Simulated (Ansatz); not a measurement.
# SiTe (built on the sites of a database entry of SnTe): the cell at rest, part 2 of 2

Wanted: the relaxed cell of SiTe (built on the sites of a database entry of SnTe).

Ansatz 0.2.0; DFT LDA, scalar-relativistic, plane waves, norm-conserving pseudopotentials.

So far. Step 2 (A coarse first look): The coarse mesh shows no gap and a pressure of -3.3 GPa. The relaxed cell has a = 6.379 Å (conventional setting).

The structure was built from a prototype and need not be the compound's stable phase.

### Step 5. Relaxing to small forces for the phonons

Phonons need a cell at rest on their own settings, so the relaxation is repeated with tight tolerances on forces and stress, using the mesh and the filling of the phonon run that follows.

File input.yaml:

```yaml
crystal:
  lattice:
    - [0.0, 3.1895109688, 3.1895109688]
    - [3.1895109688, 0.0, 3.1895109688]
    - [3.1895109688, 3.1895109688, 0.0]
  atoms:
    - { symbol: Si, position: [0.0, 0.0, 0.0] }
    - { symbol: Te, position: [0.75, 0.75, 0.75] }
kpoints:
  mp_grid: { grid: [10, 10, 10] }
hamiltonian:
  xc: lda
  pseudopotentials: { kind: nc }
scf:
  occupations: { method: methfessel_paxton, width: 0.15 }
output:
  forces: true
  stress: true
  eigenvalues: true
  write_density: true
  write_potential: true
  elf: true
  volumetric_format: npy
relax:
  adjacent_minimum: "off"
  f_tol: 0.001
  max_steps: 60
  cell: { stress_tol: 0.01 }
```

Run with:

```console
> ansatz run input.yaml --threads 4 --pin off --max-ram 7168MiB --backend cpu --events-out ev --progress --plain --runs-dir out
```

Numbers of over 12 decimals in the logs are rounded to 6 here.

What it wrote:

```text
[...]
Crystal: 2 atoms, lattice volume = 64.894 Å³
Basis set: ecut = 1120 eV, 5577 PW (Γ)
Bands: 14, of which v1, the nominal top of the filled ones, is band 10 counted from 1 (9 counted from 0)
Symmetry: 24 space group operations
[...]
k-points: 47 of 1000 (time reversal used)
[...]
k-point 46: bands = [... 6 lower, -2.0270, 1.5791, 1.7553, 6.6755, 7.2366, 8.9049, 9.1867, 12.4101]
--- Relaxed structure (2 steps of the walk, 2 accepted, 1 SCFs on fresh bases) ---
[...]
cell:  # Å, volume = 64.8516 Å³
    - [0, 3.188822, 3.188822]
    - [3.188822, 0, 3.188822]
    - [3.188822, 3.188822, 0]
  atoms:
    - { symbol: Si, position: [0, 0, 0] }
    - { symbol: Te, position: [0.75, 0.75, 0.75] }
[key lines of the parts left out:]
SCF converged after 5 iterations
Free energy (F): -2959.996085 eV
Fermi energy:    6.230856 eV
P = ⅓ Tr σ = 0.0032 GPa (0.032 kbar)
```

Elapsed: 16 s, on 4 threads of Arm Neoverse V1, shared host; peak memory 0.51 GiB.

Little changed from the start: no atom moved by 0.005 Å and no cell edge by 0.1 %.

Numbers from this step:

```
pressure        : 0.003200 GPa
volume per atom : 32.43 Å³
```

Valence density in the ac plane of a cell with a along [110], b along [-110] and c along [001] of the cube at fractional y = 0.500, with atoms of Si and Te within 0.2 Å of it. It is the smooth field of the valence electrons, not physical close to the nuclei.

Ten steps, logarithmic in the rise over the least value, from '_' (0.01 × 1e0 e/Å³) to '@' (7.92 × 1e0 e/Å³), each cell a mean:
```
::::....__________....::::::::..____________..::::
++==--::..______..::--==++==--::..________..::--==
@@##==::..______..--==##@@%%++--::..____..::--**%%
@@@@**--::..__..::--**@@@@@@%%==::........::==%%@@
@@@@**--::::..::::--**@@%%@@%%==--::....::--==%%@@
@@##==--------------++##@@%%**==------------==**%%
++==------------------==++++==----------------==++
--::::------::------::::----::------::::------::--
....::----::__::----::........::----....----::....
____..::----------::..______....::--------::....__
______..::------::..__________..::--------::..____
______....::::::....____________..::::::::..______
__________..__..__________________........________
__________________________________________________
__________________________________________________
__________________________________________________
....__________________........________________....
```
Columns run along a (9.0 Å), rows up along c (6.4 Å), edges of the conventional cell, whose origin can differ from the input's. Atoms in or near the plane, at fractional coordinates: Si at (0.75, 0.50), Si at (0.25, 0.50), Te at (0.50, 0.75), Te at (0.00, 0.75).

ELF in the ac plane of a cell with a along [110], b along [-110] and c along [001] of the cube at fractional y = 0.500, with atoms of Si and Te within 0.2 Å of it. It is the smooth field of the valence electrons, not physical close to the nuclei.

Ten even steps from '0' (0.02) to '9' (0.83), each cell a mean:
```
6653100013566664200002466
4566300036654566410015665
4457410147544446620036644
1446521256441345631136543
1446544456341345644446542
4457788877544446778877644
4578997998654467898898764
6668951598666667982289766
4348820288434336960069633
1137864686311125874478521
0025788874200013688886310
0002466542000001356653100
0000122210000000122211000
0000000000000000000000000
0000000000000000000000000
1000000000001100000000001
3321000001233321000000123
```
Columns run along a (9.0 Å), rows up along c (6.4 Å), edges of the conventional cell, whose origin can differ from the input's. Atoms in or near the plane, at fractional coordinates: Si at (0.75, 0.50), Si at (0.25, 0.50), Te at (0.50, 0.75), Te at (0.00, 0.75).

Electrostatic potential energy in the ac plane of a cell with a along [110], b along [-110] and c along [001] of the cube at fractional y = 0.500, with atoms of Si and Te within 0.2 Å of it. With pseudopotentials it is smooth inside the atoms' cores, unlike the true potential.

Values in eV, 9 rows by 16 columns, each cell a mean:
```
 -2   4   9  10  10   9   6  -1  -2   4   9  10  10   9   6  -1
-58 -20   5   9  10   7  -9 -50 -58 -20   5   9  10   7  -9 -50
-68 -27   3   6   5   5 -13 -61 -68 -27   3   6   5   5 -13 -61
-13  -1   0 -21 -27  -4   2 -10 -13  -1   0 -21 -27  -4   2 -10
  8   7  -5 -53 -64 -16   5   8   8   7  -5 -53 -64 -16   5   8
 10   9   4 -10 -14   0   8  10  10   9   4 -10 -14   0   8  10
 10  10   9   8   7   9  10  10  10  10   9   8   7   9  10  10
 10  10  10  10  10  10  10  10  10  10  10  10  10  10  10  10
  9  10  10  10  10  10  10   9   9  10  10  10  10  10  10   9
```
Columns run along a (9.0 Å; values clipped at the 3rd and 97th percentile), rows up along c (6.4 Å), edges of the conventional cell, whose origin can differ from the input's. Atoms in or near the plane, at fractional coordinates: Si at (0.75, 0.50), Si at (0.25, 0.50), Te at (0.50, 0.75), Te at (0.00, 0.75).

The forces vanish by symmetry and the pressure is 0.003 GPa, within the tolerances set. The cell now holds 32.43 Å³/atom.

### Step 6. What came out

* space group after relaxation (within 0.01 Å): F-43m
* lattice constant a: 6.378 Å
* lattice constant b: 6.378 Å
* lattice constant c: 6.378 Å
* volume per atom: 32.4 Å³

In words: The forces vanish by symmetry and the pressure is 0.003 GPa, within the tolerances set. The cell now holds 32.43 Å³/atom. The relaxation keeps the symmetry of its start, so it says nothing on stability against lower symmetry. Spin-orbit coupling is left out, which can matter for the heavy elements here. The starting cell was built on a prototype and not taken from a measurement, so the phase need not exist.

[Logs are printed without paths, hosts, clocks, repeated set-up lines and the standing remarks that a program may print on its own settings, such as how far it seeks lower states.]

[Hosts, paths, dates, database ids (printed as entryN), source tags and the programs' standing remarks are cut or masked in the printed files.]
